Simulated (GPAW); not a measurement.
**linear Cu chain, spacing 2.521 A: which magnetic order is lowest**

A self-consistent run ends on one state, which hangs on the start. Several orders of linear Cu chain, spacing 2.521 A are started in GPAW and their energies compared.

Calculated with GPAW 26.7.0; revPBE; plane waves with GPAW's PAW setups, scalar-relativistic.

Most raw output is cut from this account.

## (1) Starting point

The cell holds 1 atom: 1 Cu. Cell: a = 12.000 Å, b = 12.000 Å, c = 2.521 Å, α = 90.0°, β = 90.0°, γ = 90.0°. model lattice. Vacuum lies along a and b. The structure's axis is c.

The settings of this session are not all sound (see the inputs), so it shows what such settings give, not the properties of the crystal.

## (2) Order 1, typed as ferro +

The parallel start comes first: it fits the smallest cell, keeps the most symmetry and shows whether parallel moments form.

order1.py reads:

```python
import json
import numpy as np
from ase import Atoms
from ase.parallel import paropen, parprint
from gpaw import GPAW

atoms = Atoms(['Cu'],
    cell=[[12.0, 0.0, 0.0],
         [0.0, 12.0, 0.0],
         [0.0, 0.0, 2.521]],
    scaled_positions=[[0.5, 0.5, 0.0]],
    pbc=True,
    magmoms=[0.5])
atoms.calc = GPAW(mode={'name': 'pw', 'ecut': 360.0},
    xc='revPBE',
    kpts={'size': (1, 1, 10), 'gamma': True},
    occupations={'name': 'fermi-dirac', 'width': 0.05},
    convergence={'density': 1e-05, 'energy': 1e-05},
    maxiter=200,
    mixer={'name': 'pulay', 'beta': 0.05, 'nmaxold': 8, 'weight': 100},
    symmetry={'tolerance': 1e-4},
    txt='order1.txt')
e = atoms.get_potential_energy(force_consistent=True)
res = {'free_energy': e, 'energy_sigma0': atoms.get_potential_energy(), 'fermi_energy': atoms.calc.get_fermi_level()}
res['moments'] = atoms.get_magnetic_moments().tolist()
res['total'] = atoms.get_magnetic_moment()
parprint('site moments (muB):', np.round(res['moments'], 3))
parprint(f"total moment: {res['total']:.3f} muB")
parprint(f'free energy: {e:.6f} eV')
atoms.calc.write('order1.gpw')
n = atoms.calc.get_pseudo_density()
up, down = (atoms.calc.get_pseudo_density(spin=i) for i in (0, 1))
np.savez('grids.npz', density=n, spin=up - down)
with paropen('results.json', 'w') as f:
    json.dump(res, f)
```

Started as:

```bash
OMP_NUM_THREADS=1 python3 order1.py > order1.log
```

Run time: 15 s. Hardware: 1 MPI rank of Intel Xeon Platinum 8488C (Sapphire Rapids), shared host; peak memory 0.22 GiB.

Read from the output:

```yaml
final_state: non-magnetic
```

After 21 cycles the seed has died away: no moment is left.

## (3) Order 2, typed as antiferro q=(0,0,1/2) +-

Reversing part of the moments tests the sign of the couplings between them.

This order needs a doubled cell of 2 atoms. Its mesh is chosen so that both cells sample the same points.

order2.py is the script of step 2 with these lines changed:

```diff
@@ -6,12 +6,13 @@
 
-atoms = Atoms(['Cu'],
+atoms = Atoms(['Cu', 'Cu'],
     cell=[[12.0, 0.0, 0.0],
          [0.0, 12.0, 0.0],
-         [0.0, 0.0, 2.521]],
-    scaled_positions=[[0.5, 0.5, 0.0]],
+         [0.0, 0.0, 5.042]],
+    scaled_positions=[[0.5, 0.5, 0.0],
+         [0.5, 0.5, 0.5]],
     pbc=True,
-    magmoms=[0.5])
+    magmoms=[0.5, -0.5])
 atoms.calc = GPAW(mode={'name': 'pw', 'ecut': 360.0},
     xc='revPBE',
-    kpts={'size': (1, 1, 10), 'gamma': True},
+    kpts={'size': (1, 1, 5), 'gamma': True},
     occupations={'name': 'fermi-dirac', 'width': 0.05},
@@ -21,3 +22,3 @@
     symmetry={'tolerance': 1e-4},
-    txt='order1.txt')
+    txt='order2.txt')
 e = atoms.get_potential_energy(force_consistent=True)
@@ -29,3 +30,3 @@
 parprint(f'free energy: {e:.6f} eV')
-atoms.calc.write('order1.gpw')
+atoms.calc.write('order2.gpw')
 n = atoms.calc.get_pseudo_density()
```

Started as:

```bash
OMP_NUM_THREADS=1 python3 order2.py > order2.log
```

Elapsed: 32 s, on 1 MPI rank; peak memory 0.31 GiB.

Numbers from this step:

* final state: non-magnetic

It ends in the same state without moments as the first start; the 4.3e-6 meV between them is numerical noise.

## (4) Start 3: no spin polarisation

This run holds no moments, which gives a state to set the others against.

nospin.py reads:

```python
import json
import numpy as np
from ase import Atoms
from ase.parallel import paropen, parprint
from gpaw import GPAW

atoms = Atoms(['Cu'],
    cell=[[12.0, 0.0, 0.0],
         [0.0, 12.0, 0.0],
         [0.0, 0.0, 2.521]],
    scaled_positions=[[0.5, 0.5, 0.0]],
    pbc=True)
atoms.calc = GPAW(mode={'name': 'pw', 'ecut': 360.0},
    xc='revPBE',
    kpts={'size': (1, 1, 10), 'gamma': True},
    occupations={'name': 'fermi-dirac', 'width': 0.05},
    convergence={'density': 1e-05, 'energy': 1e-05},
    maxiter=200,
    mixer={'name': 'pulay', 'beta': 0.05, 'nmaxold': 8, 'weight': 100},
    symmetry={'tolerance': 1e-4},
    txt='nospin.txt')
e = atoms.get_potential_energy(force_consistent=True)
res = {'free_energy': e, 'energy_sigma0': atoms.get_potential_energy(), 'fermi_energy': atoms.calc.get_fermi_level()}
parprint(f'free energy: {e:.6f} eV')
atoms.calc.write('nospin.gpw')
with paropen('results.json', 'w') as f:
    json.dump(res, f)
```

Started as:

```bash
OMP_NUM_THREADS=1 python3 nospin.py > nospin.log
```

It took 8.1 s on 1 MPI rank; peak memory 0.17 GiB.

This step gave:

| Quantity | Value |
| --- | --- |
| final state | non-magnetic (no spin polarisation) |

It ends in the same state without moments as the first start; the 8.5e-7 meV between them is numerical noise.

## (5) The states side by side

These are free energies at a smearing of 0.05 eV, so its entropy term is in the differences. They are divided by the number of seeded atoms, so that cells of unlike size compare. Wavevectors q in the names are fractions of the reciprocal vectors of the first run's cell.

Orders:

```csv
start,final state,typed order kept,energy over the lowest (meV a seeded atom),largest site moment (μB),net moment (μB a primitive cell),mesh matched,CPU time (s)
ferro +,non-magnetic,no,0,0,0,yes,15.38
"antiferro q=(0,0,1/2) +-",non-magnetic,no,0,0,0,yes,32.27
no spin polarisation,non-magnetic,-,0,0,0,yes,8.02
```

## (6) What came out

| Quantity | Value |
| --- | --- |
| lowest state found | non-magnetic (typed ferro +) |
| largest site moment | 0 μB |

The lowest state carries no moment above 0.15 μB, and no start kept one. Only 3 starts are shown; other collinear patterns, canted and longer-period orders are not.

[Logs and program files are shortened in this print: banners, set-up blocks, solver, clock and traceback lines can be left out without a mark of their own.]

[Logs are printed without paths, hosts, clocks, repeated set-up lines and the standing remarks that a program may print on its own settings, such as how far it seeks lower states.]

[Hosts, paths, dates, database ids (printed as entryN), source tags and the programs' standing remarks are cut or masked in the printed files.]

[Where a cell is said to come from a database of computed structures, the database is the Materials Project.]
